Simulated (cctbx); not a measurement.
# Li4BCl: solution and refinement

Cell a = 3.5040 Å, b = 3.5040 Å, c = 19.3110 Å, α = 90.00°, β = 90.00°, γ = 120.00°; space group R-3m (no. 166); content Cl3 B3 Li12.

The data are simulated with cctbx, not measured: Ga Kα, λ = 1.3414 Å, to d = 0.8 Å, 80 % of the full sphere, strongest reflection 20000 counts, noise from counting, a 6 % proportional error and a noise floor of 15 counts (s.d.); no absorption.

Charge flipping in P1 on normalised amplitudes to 0.9 Å, δ = 0.9 σ, 10 % of the reflections treated as weak, 200 cycles:

```text
cycle      R  skewness
    0  0.499     0.43
   16  0.267     5.34
   32  0.213     4.97
   48  0.220     5.12
   64  0.221     5.08
   80  0.203     5.06
   96  0.213     5.01
  112  0.207     4.89
  128  0.225     4.99
  144  0.212     4.90
  160  0.208     4.87
  176  0.220     4.96
  192  0.212     4.90
origin shift          correlation  skewness
 0.227  0.580  0.154      0.982      8.51
 0.227  0.580  0.154      0.982      8.51
 0.227  0.580  0.654      0.982      8.51
 0.249  0.604  1.232      0.904      5.55
taken: symmetry correlation 0.982, skewness 8.51
peak      x       y       z  mult  height/sigma
Q1    0.0000  0.0000  0.5000    3     17.6
Q2    0.0000  0.0000  0.0000    3      3.8
Q3    0.0000  0.0000  0.1053    6      3.2
Q4    0.0000  0.0000  0.3382    6      2.2
Q5    0.9908  0.3340  0.1371   36      0.7
Q6    0.0000  0.0000  0.2089    6      0.6
Q7    0.0000  0.0000  0.5654    6      0.4
Q8    0.0869  0.1738  0.0570   18      0.2
Q9    0.9815  0.3476  0.0284   36      0.2
```

The origin is taken among those within 0.04 of the best correlation, by the skewness of the map.

It took 0.5 s on 1 thread of Arm Neoverse N1, on a shared host, peak memory 0.07 GiB.

Q: Assign the peaks.

Heights go roughly as Z and multiplicities must add up to the content. First model: Q1 = Cl1 (3 in the cell, height 17.6), Q2 = B1 (3 in the cell, height 3.8), Q3 = Li1 (6 in the cell, height 3.2) and Q4 = Li2 (6 in the cell, height 2.2). Against the true structure, Q1 is Cl, Q2 is B, Q3 is Li and Q4 is Li; the other peaks are not atoms.

Least squares on F², isotropic:

```text
Rint 0.046, 76 unique reflections to 0.80 A
cycle     R1     wR2    GooF  max shift (A)
   1  0.0679  0.1949   7.140   0.10645
   2  0.0139  0.0353   1.292   0.00005
final R1 0.0139 wR2 0.0353 GooF 1.292  parameters 6  data/parameter 12.7
atom        x        y        z      Ueq    occ   su(xyz)  su(Uiso or U11)
Cl1    0.00000  0.00000  0.50000   0.0184  1.000  0.00000  0.0003
B1     0.00000  0.00000  0.00000   0.0174  1.000  0.00000  0.0005
Li1    0.00000  0.00000  0.09979   0.0240  1.000  0.00018  0.0007
Li2    0.00000  0.00000  0.34250   0.0260  1.000  0.00017  0.0007
difference map: max 0.19 min -0.15 rms 0.03
Q1    0.0000  0.0000  0.3677    6    0.19  0.49 A from Li2
Q2    0.0000  0.0000  0.3159    6    0.15  0.51 A from Li2
Q3    0.0000  0.0000  0.2680    6    0.11  1.44 A from Li2
Q4    0.0000  0.0000  0.4159    6    0.11  1.42 A from Li2
Q5    0.0821  0.1641  0.9065   18    0.09  0.51 A from Li1
```

Anisotropic refinement:

```text
Rint 0.046, 76 unique reflections to 0.80 A
cycle     R1     wR2    GooF  max shift (A)
   1  0.0139  0.0353   1.331   0.00107
   2  0.0112  0.0260   0.980   0.00000
final R1 0.0112 wR2 0.0260 GooF 0.980  parameters 10  data/parameter 7.6
atom        x        y        z      Ueq    occ   su(xyz)  su(Uiso or U11)
Cl1    0.00000  0.00000  0.50000   0.0184  1.000  0.00000  0.0002
B1     0.00000  0.00000  0.00000   0.0176  1.000  0.00000  0.0006
Li1    0.00000  0.00000  0.09973   0.0240  1.000  0.00013  0.0008
Li2    0.00000  0.00000  0.34252   0.0263  1.000  0.00014  0.0007
difference map: max 0.12 min -0.11 rms 0.03
Q1    0.0000  0.0000  0.1316    6    0.12  0.62 A from Li1
Q2    0.0000  0.0000  0.4161    6    0.11  1.42 A from Li2
Q3    0.0000  0.0000  0.2699    6    0.11  1.40 A from Li2
Q4    0.1122  0.2245  0.9254   18    0.08  0.84 A from Li1
Q5    0.0734  0.1467  0.3564   18    0.06  0.52 A from Li2
Q6    0.1052  0.2105  0.9716   18    0.05  0.84 A from B1
```

**Reading.** The refinement ends at R1 = 0.0112, wR2 = 0.0260, GooF = 0.98, with difference density between -0.11 and 0.12 e/Å³. Every site matches the true model in element, within 0.002 Å r.m.s., up to an allowed shift of origin.

True model:

```
atom  mult.    x    y       z  Ueq (Å²)
 Cl1      3  2/3  1/3     5/6    0.0184
  B1      3    0    0       0    0.0173
 Li1      6  2/3  1/3  0.6758    0.0271
 Li2      6  1/3  2/3  0.7666    0.0242
```

This is a model crystal, built by substitution and not relaxed, with assumed displacement parameters.

[Middle refinement cycles are left out of these outputs.]

[Logs are printed without paths, hosts, clocks, repeated set-up lines and the standing remarks that a program may print on its own settings, such as how far it seeks lower states.]
